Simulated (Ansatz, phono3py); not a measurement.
# Heat carried by phonons in LiH (Fm-3m), part 2 of 4

Aim: the lattice thermal conductivity of LiH against temperature, and which phonons carry it.

Experimental results on record:
- thermal conductivity 15 W/m/K near room temperature (given in “Combining the AFLOW GIBBS and Elastic Libraries to efficiently and robustly screen thermo-mechanical properties of solids”, 2017, arXiv:1611.05714)
- thermal conductivity 15 W/m/K near room temperature (given in “Predicting the lattice thermal conductivity of solids by solving the Boltzmann transport equation: AFLOW - AAPL an automated, accurate and efficient framework”, 2017, arXiv:1611.05481)

Ansatz 0.2.0; DFT LDA, scalar-relativistic, plane waves, PAW.

So far. Step 2 (A first coarse run): The start is under -4.1 GPa at this level and looks like an insulator or semiconductor on this mesh.

The database entry behind the starting cell differs from later determinations by our own check (the deuteride, about 0.2 % short), so it need not match the best structure at ambient conditions.

## 4. A second relaxation

The relaxation is run once more from where the first one ended, as the script does after a large change of volume or of the gap, with mesh and occupations reviewed.

The input, input.yaml:

```yaml
crystal:
  lattice:
    - [0.0, 1.9552886758, 1.9552886758]
    - [1.9552886758, 0.0, 1.9552886758]
    - [1.9552886758, 1.9552886758, 0.0]
  atoms:
    - { symbol: Li, position: [0.0, 0.0, 0.0] }
    - { symbol: H, position: [0.5, 0.5, 0.5] }
kpoints:
  mp_grid: { grid: [10, 10, 10] }
hamiltonian:
  xc: lda
scf:
  occupations: { method: gaussian, width: 0.02 }
  lower_state_search: "off"
output:
  forces: true
  stress: true
  eigenvalues: true
  write_density: true
  write_potential: true
  elf: true
  volumetric_format: npy
relax:
  adjacent_minimum: "off"
  f_tol: 0.005
  max_steps: 80
  cell: { stress_tol: 0.05 }
```

The run is started by

```
$ ansatz run input.yaml --threads 16 --pin off --max-ram 30720MiB --backend cpu --events-out ev --progress --plain --runs-dir out
```

Numbers of over 12 decimals in the logs are rounded to 6 here.

The log of the run:

```text
[...]
Crystal: 2 atoms, lattice volume = 14.951 Å³
Basis set: ecut = 420 eV, 283 PW (Γ)
Bands: 6, of which v1, the nominal top of the filled ones, is band 2 counted from 1 (1 counted from 0)
Symmetry: 48 space group operations
[...]
k-points: 47 of 1000
[...]
SCF iter   1: F=—  HF=-218.224410 eV  |F-HF|=—  |Δ(HF+E_count)|=         —  Δρ=1.27e-2  dr2=1.48e-2  ethr=1.77e-3  ⟨swp⟩=4.3  Hψ=2274  notcnv=0
[...]
SCF iter   6: F=-218.214454 eV  HF=-218.214454 eV  |F-HF|=1.99e-13  |Δ(HF+E_count)|=  1.65e-11  Δρ=8.45e-8  dr2=4.07e-13  ethr=2.29e-11  ⟨swp⟩=3.1  Hψ=937  notcnv=0
SCF 1 converged in 6 iterations: F = -218.214454 eV  dr2 = 4.07e-13
[...]
relax step   1: F+E_penalty+E_count = -218.21445413 eV  Δ(F+E_penalty+E_count) = +0.000e0 eV  max|allowed force component| = 5.331e-31 eV/Å  Δτ_max = 0.0000 Å  P = -0.050 GPa  Ω = 14.951 Å³  (6 SCF iters, accepted)
[...]
SCF iter   1: F=—  HF=-218.214455 eV  |F-HF|=—  |Δ(HF+E_count)|=         —  Δρ=1.06e-7  dr2=6.54e-13  ethr=8.43e-8  ⟨swp⟩=2.6  Hψ=3050  notcnv=0
eigensolver tolerance schedule: the retry pair's looser diagonalisation over-reported the residual by 5154282.90 of it (diagonalisation noise at an unbounded share of the residual, at the tolerance the schedule requests for it); recorded, not acted on — ethr = c·dr2/N_el stays at c = 1.0e-1
[...]
SCF iter   2: F=—  HF=-218.214454 eV  |F-HF|=—  |Δ(HF+E_count)|=   1.25e-6  Δρ=4.58e-8  dr2=9.90e-14  ethr=1.00e-12  ⟨swp⟩=5.0  Hψ=1096  notcnv=0
SCF iter   3: F=-218.214454 eV  HF=-218.214454 eV  |F-HF|=2.84e-14  |Δ(HF+E_count)|=  2.84e-14  Δρ=2.80e-8  dr2=3.84e-14  ethr=1.00e-12  ⟨swp⟩=2.0  Hψ=799  notcnv=0
SCF 2 converged in 3 iterations: F = -218.214454 eV  dr2 = 3.84e-14
relax step   2: F+E_penalty+E_count = -218.21445413 eV  Δ(F+E_penalty+E_count) = +2.842e-14 eV  max|allowed force component| = 5.567e-31 eV/Å  Δτ_max = 0.0000 Å  P = -0.050 GPa  Ω = 14.951 Å³  stress off target by 4.97e-2 GPa  SCF on the basis re-selected at this cell (its energy is not comparable with the rows above)  (3 SCF iters)
[...]
SCF converged after 3 iterations
Free energy (F): -218.214454 eV
[...]
Internal energy: -218.214454 eV  (E = F + TS)
E sigma→0 (E₀):  -218.214454 eV
Fermi energy:    2.406086 eV
[...]
--- Stress (GPa, compression-positive) ---
       -0.049703       0.000000       0.000000
        0.000000      -0.049703      -0.000000
       -0.000000      -0.000000      -0.049703
  P = ⅓ Tr σ = -0.0497 GPa (-0.497 kbar)
--- Band table (eV; the first three rows and the last of 47) ---
[...]
--- Relaxed structure (1 steps of the walk, 1 accepted, 1 SCFs on fresh bases) ---
[...]
cell:  # Å, volume = 14.9507 Å³
    - [0.0, 1.9552886758, 1.9552886758]
    - [1.9552886758, 0.0, 1.9552886758]
    - [1.9552886758, 1.9552886758, 0.0]
  atoms:
    - { symbol: Li, position: [0.0, 0.0, 0.0] }
    - { symbol: H, position: [0.5, 0.5, 0.5] }
```

Run time: 0.29 s. Hardware: 16 threads of Arm Neoverse V2, shared host; peak memory 0.27 GiB.

Little changed from the start: no atom moved by 0.005 Å and no cell edge by 0.1 %.

Valence density in the ac plane of the conventional cell at fractional y = 0.000, with atoms of Li and H within 0.2 Å of it. It is the smooth field of the valence electrons, not physical close to the nuclei.

Ten steps, logarithmic in the rise over the least value, from '_' (0.1 e/Å³) to '@' (7.9 e/Å³), each cell a mean:
```
@@##--__::--++++==::..__++%%
**==____..::------::____::++
..________..::::....________
....__________..__________..
--::..______----::____..::::
++==::..__==##%%**::__..--==
**++--....**@@@@%%--..::--++
++==::..__++%%@@##--__::--++
----::____::++**==____..::--
::....________..________..::
..__________......__________
--::____..::::--::..______--
%%**::__..--==++==::..__==##
@@%%--..::--++**++--....**@@
```
Columns run along a (3.9 Å), rows up along c (3.9 Å), edges of the conventional cell, whose origin can differ from the input's. Atoms in or near the plane, at fractional coordinates: Li at (0.00, 0.00), Li at (0.50, 0.50), H at (0.50, 0.00), H at (0.00, 0.50).

Electrostatic potential energy in the ac plane of the conventional cell at fractional y = 0.000, with atoms of Li and H within 0.2 Å of it. With pseudopotentials it is smooth inside the atoms' cores, unlike the true potential.

Ten even steps from '0' (-36 eV) to '9' (4 eV), each cell a mean:
```
13699841699852
46899988999975
88999999999998
99999999999999
99999866789999
47998632479996
04998410269981
16998521369984
89999754689998
99999988899999
99999999999999
67899999999986
24799964799863
02699810499841
```
Columns run along a (3.9 Å; values clipped at the 3rd and 97th percentile), rows up along c (3.9 Å), edges of the conventional cell, whose origin can differ from the input's. Atoms in or near the plane, at fractional coordinates: Li at (0.00, 0.00), Li at (0.50, 0.50), H at (0.50, 0.00), H at (0.00, 0.50).

ELF in the ac plane of the conventional cell at fractional y = 0.000, with atoms of Li and H within 0.2 Å of it. It is the smooth field of the valence electrons, not physical close to the nuclei.

Values in units of 1e-1, 14 rows by 14 columns, each cell a mean:
```
 9.2  6.5  1.4  2.2  8.0  9.8 10.0 10.0 10.0  9.6  5.6  1.0  3.4  8.2
 4.1  2.0  0.5  2.0  6.8  9.3  9.8  9.9  9.8  8.8  4.6  0.9  1.1  3.4
 1.0  0.9  1.0  1.7  4.1  6.8  8.0  8.3  7.8  5.8  2.6  1.1  0.9  1.0
 6.0  5.5  4.0  2.1  1.7  2.0  2.2  2.2  2.1  1.7  1.5  2.6  4.6  5.6
 9.7  9.3  7.9  4.0  1.0  0.5  1.4  2.1  1.1  0.5  1.7  5.8  8.8  9.6
10.0  9.9  9.3  5.5  0.9  2.0  6.5  7.6  5.0  1.1  2.1  7.8  9.8 10.0
10.0 10.0  9.7  6.0  1.0  4.1  9.2  9.7  7.6  2.1  2.2  8.3  9.9 10.0
10.0 10.0  9.6  5.6  1.0  3.4  8.2  9.2  6.5  1.4  2.2  8.0  9.8 10.0
 9.9  9.8  8.8  4.6  0.9  1.1  3.4  4.1  2.0  0.5  2.0  6.8  9.3  9.8
 8.3  7.8  5.8  2.6  1.1  0.9  1.0  1.0  0.9  1.0  1.7  4.1  6.8  8.0
 2.2  2.1  1.7  1.5  2.6  4.6  5.6  6.0  5.5  4.0  2.1  1.7  2.0  2.2
 2.1  1.1  0.5  1.7  5.8  8.8  9.6  9.7  9.3  7.9  4.0  1.0  0.5  1.4
 7.6  5.0  1.1  2.1  7.8  9.8 10.0 10.0  9.9  9.3  5.5  0.9  2.0  6.5
 9.7  7.6  2.1  2.2  8.3  9.9 10.0 10.0 10.0  9.7  6.0  1.0  4.1  9.2
```
Columns run along a (3.9 Å), rows up along c (3.9 Å), edges of the conventional cell, whose origin can differ from the input's. Atoms in or near the plane, at fractional coordinates: Li at (0.00, 0.00), Li at (0.50, 0.50), H at (0.50, 0.00), H at (0.00, 0.50).

## 5. Tight relaxation

The thresholds are tightened for a last relaxation ahead of the phonons, and where mesh or smearing change with them the cell follows.

input.yaml, the sections that differ from step 4:

```yaml
scf:
  occupations: { method: fixed }
  lower_state_search: "off"
output:
  forces: true
  stress: true
  eigenvalues: true
relax:
  adjacent_minimum: "off"
  f_tol: 0.001
  max_steps: 60
  cell: { stress_tol: 0.01 }
# crystal, kpoints, hamiltonian: as in step 4
```

The log of the run:

```text
[...]
Crystal: 2 atoms, lattice volume = 14.951 Å³
Basis set: ecut = 420 eV, 283 PW (Γ)
Bands: 6, of which v1, the nominal top of the filled ones, is band 2 counted from 1 (1 counted from 0)
Symmetry: 48 space group operations
[...]
k-points: 47 of 1000
[...]
P = ⅓ Tr σ = -0.0006 GPa (-0.006 kbar)
--- Band table (eV; the first three rows and the last of 47) ---
[...]
--- Relaxed structure (3 steps of the walk, 3 accepted, 1 SCFs on fresh bases) ---
[...]
cell:  # Å, volume = 14.9326 Å³
    - [0, 1.954499, 1.954499]
    - [1.954499, 0, 1.954499]
    - [1.954499, 1.954499, 0]
  atoms:
    - { symbol: Li, position: [0, 0, 0] }
    - { symbol: H, position: [0.500000, 0.500000, 0.500000] }
[key lines of the parts left out:]
SCF converged after 4 iterations
Free energy (F): -218.214449 eV
Fermi energy:    1.142603 eV
```

The job ended after 0.43 s (16 threads; peak memory 0.27 GiB; 2.5 s of CPU time).

Little changed from the start: no atom moved by 0.005 Å and no cell edge by 0.1 %.

Numbers from this step:

```yaml
pressure: -5.61e-4 GPa
gap_on_the_k_mesh: 2.540 eV
volume_per_atom: 7.466 Å³/atom
```

The residual pressure is -5.6e-4 GPa, small enough for phonons.

## 6. A first try at the third-order batch

This batch did not finish: the script that drives the runs cut it off, as soon as it could not fit the time left for it.

The input, input.yaml:

```yaml
crystal:
  lattice:
    - [0.0, 1.9544987982, 1.9544987982]
    - [1.9544987982, 0.0, 1.9544987982]
    - [1.9544987982, 1.9544987982, 0.0]
  atoms:
    - { symbol: Li, position: [0.0, 0.0, 0.0] }
    - { symbol: H, position: [0.5, 0.5, 0.5] }
kpoints:
  mp_grid: { grid: [10, 10, 10] }
hamiltonian:
  xc: lda
scf:
  occupations: { method: fixed }
  lower_state_search: "off"
output:
  eigenvalues: true
phonons:
  method: fd
  dielectric: true
  supercell: [5, 5, 5]
  temperatures: { t_max: 1000, t_step: 50 }
  qpath:
    path:
      - [[0.0, 0.0, 0.0], [0.5, 0.0, 0.5], [0.625, 0.25, 0.625]]
      - [[0.375, 0.375, 0.75], [0.0, 0.0, 0.0], [0.5, 0.5, 0.5], [0.5, 0.25, 0.75], [0.5, 0.0, 0.5]]
    npoints: 10
  third_order: { supercell: [5, 5, 5], pair_cutoff: 4.938 }
  lattice_thermal_conductivity:
    qmesh: [27, 27, 27]
    temperatures: [100.0, 150.0, 200.0, 300.0, 400.0, 500.0]
    isotope_mass_variance:
      - { species: H, variance: 0.0001146 }
      - { species: Li, variance: 0.001459 }
    solution: relaxation_time
```

The log of the run:

```text
Warning: phonons.dielectric: true without phonons.rigid_motions: the static dielectric tensor ε⁰ will be withheld (ε∞, Z* and the rows of modes are given); for a crystal or a slab, whose only rigid motions are the translations, set phonons.rigid_motions: translations
Warning: phonons.third_order: as it is cut ahead of every solve, the batch solves 279 displaced supercells where 169 would do. It runs under 48 of the 6000 operations that the crystal's space group holds on the batch's supercell: the run's FFT boxes carry no more. The force constants lose no accuracy. For the smaller batch, try basis.xc_grid above 1 where it is 1, a denser FFT box (accuracy: high where it is lower, or a larger basis.ecutrho_ratio), or the same crystal shifted so that one of its atoms lies at the cell's origin: each can bring back operations that the batch needs, and none is sure to; [rest of the remark cut]
Engine: ansatz 0.2.0, aarch64-unknown-linux-gnu
Pseudopotentials: kind: paw
Pseudopotential: Li, paw, valence charge 3, recommended cutoff 420 eV (normal), Li.paw.azcp
Pseudopotential: H, paw, valence charge 1, recommended cutoff 420 eV (normal), H.paw.azcp
Functional definition: SPW92
  exchange = slater_x
  correlation = pw_c
Crystal: 250 atoms, lattice volume = 1866.578 Å³
Basis set: ecut = 420 eV, 36325 PW (Γ)
Bands: 500, of which v1, the nominal top of the filled ones, is band 250 counted from 1 (249 counted from 0)
Symmetry: 6000 space group operations
k-points: 3 of 8
Non-local potential: Li, projectors of the file, l = 0: 3, l = 1: 2, l = 2: 1
Non-local potential: H, projectors of the file, l = 0: 2, l = 1: 1
PAW form: soft (Blöchl's): semilocal exchange-correlation on the pseudo side does not see the compensation charge
PAW one-centre angular grid: Li, 110 points (default); XC on 64 Gauss nodes
PAW one-centre angular grid: H, 110 points (default); XC on 64 Gauss nodes
Initial density: handed on by an earlier stage of this run
Initial wavefunctions: those handed on with the density
Functional: x = slater, c = lda
SCF iter   1: F=—  HF=-27276.806079 eV  |F-HF|=—  |Δ(HF+E_count)|=         —  Δρ=1.66e-8  dr2=2.39e-12  ethr=1.00e-12  ⟨swp⟩=3.0  Hψ=3203  notcnv=0
preconditioner: auto → Resta (q_TF=auto, 2.191 Å⁻¹)  ε∞=2.6  [insulator: Δε(μ)=2.540 eV  Ē_g=10.744 eV  n_scr=330 (ndim 8)  ℏωp=13.6 eV  f_vac=0.000  ε∞_Penn≈2.6]
SCF iter   2: F=-27276.806079 eV  HF=-27276.806079 eV  |F-HF|=2.91e-11  |Δ(HF+E_count)|=  5.09e-11  Δρ=7.63e-9  dr2=4.77e-13  ethr=1.00e-12  ⟨swp⟩=2.0  Hψ=1887  notcnv=0
SCF 1 converged in 2 iterations: F = -27276.806079 eV  dr2 = 4.77e-13
[...]
Bands: 6, of which v1, the nominal top of the filled ones, is band 2 counted from 1 (1 counted from 0)
Symmetry: 48 space group operations
k-points: 102 of 1000 (irreducible under 8 space group operations, time reversal used)
[...]
eigensolver tolerance schedule: the retry pair's looser diagonalisation over-reported the residual by 9881814.20 of it (diagonalisation noise at an unbounded share of the residual, at the tolerance the schedule requests for it); recorded, not acted on — ethr = c·dr2/N_el stays at c = 1.0e-1
[...]
SCF 2 converged in 3 iterations: F = -218.214449 eV  dr2 = 9.55e-14
[...]
NSCF: frozen V_eff on 2 k-points
DFPT response loops at Γ: preconditioner auto → none (the input reference at scf.mixing.eps_inf says where Resta's filter doesn't serve); β = 0.50; Broyden in place of MSR1
── the response to a field inside a basis, on 14×14×14 k-points: an SCF that follows is theirs, and a resumed run solves both again ──
Bands: 3, of which v1, the nominal top of the filled ones, is band 2 counted from 1 (1 counted from 0)
k-points: 280 of 2744 (irreducible under 12 space group operations)
[...]
Eigensolver: Dense (280 Hₖ)
[...]
SCF 1 converged in 3 iterations: F = -218.215060 eV  dr2 = 9.03e-11
DFPT response loops at Γ: mixed as the last ones told, above
Symmetry: 8 space group operations
k-points: 4 of 8
[...]
SCF 2 converged in 6 iterations: F = -27276.806068 eV  dr2 = 2.92e-13
[...]
Symmetry: 4 space group operations
k-points: 5 of 8
[...]
SCF 3 converged in 6 iterations: F = -27276.806069 eV  dr2 = 5.12e-13
[...]
eigensolver tolerance schedule: the retry pair's looser diagonalisation over-reported the residual by 13324256.80 of it (diagonalisation noise at an unbounded share of the residual, at the tolerance the schedule requests for it); recorded, not acted on — ethr = c·dr2/N_el stays at c = 1.0e-1
[...]
SCF 4 converged in 3 iterations: F = -27276.806079 eV  dr2 = 1.10e-12
[...]
SCF 5 converged in 6 iterations: F = -27276.804436 eV  dr2 = 8.99e-11
[...]
SCF 6 converged in 6 iterations: F = -27276.799485 eV  dr2 = 3.67e-10
[...]
Symmetry: 2 space group operations
k-points: 6 of 8
[...]
Symmetry: 1 space group operations
k-points: 8
[...]
SCF 10 converged in 6 iterations: F = -27276.803095 eV  dr2 = 3.87e-10
[...]
SCF 11 converged in 6 iterations: F = -27276.803033 eV  dr2 = 3.50e-10
[...]
SCF 12 converged in 6 iterations: F = -27276.802972 eV  dr2 = 1.41e-10
[...]
SCF 13 converged in 6 iterations: F = -27276.802602 eV  dr2 = 1.79e-10
[...]
```

Elapsed: 4.3 min, on 16 threads.

The run was cut off at the time limit after its SCF cycle had converged; no result of it is taken.

(Continued in part 3 of 4.)

[Logs are printed without paths, hosts, clocks, repeated set-up lines and the standing remarks that a program may print on its own settings, such as how far it seeks lower states.]

[Hosts, paths, dates, database ids (printed as entryN), source tags and the programs' standing remarks are cut or masked in the printed files.]

[A step with changed settings may run another functional than the one named; its input shows which.]
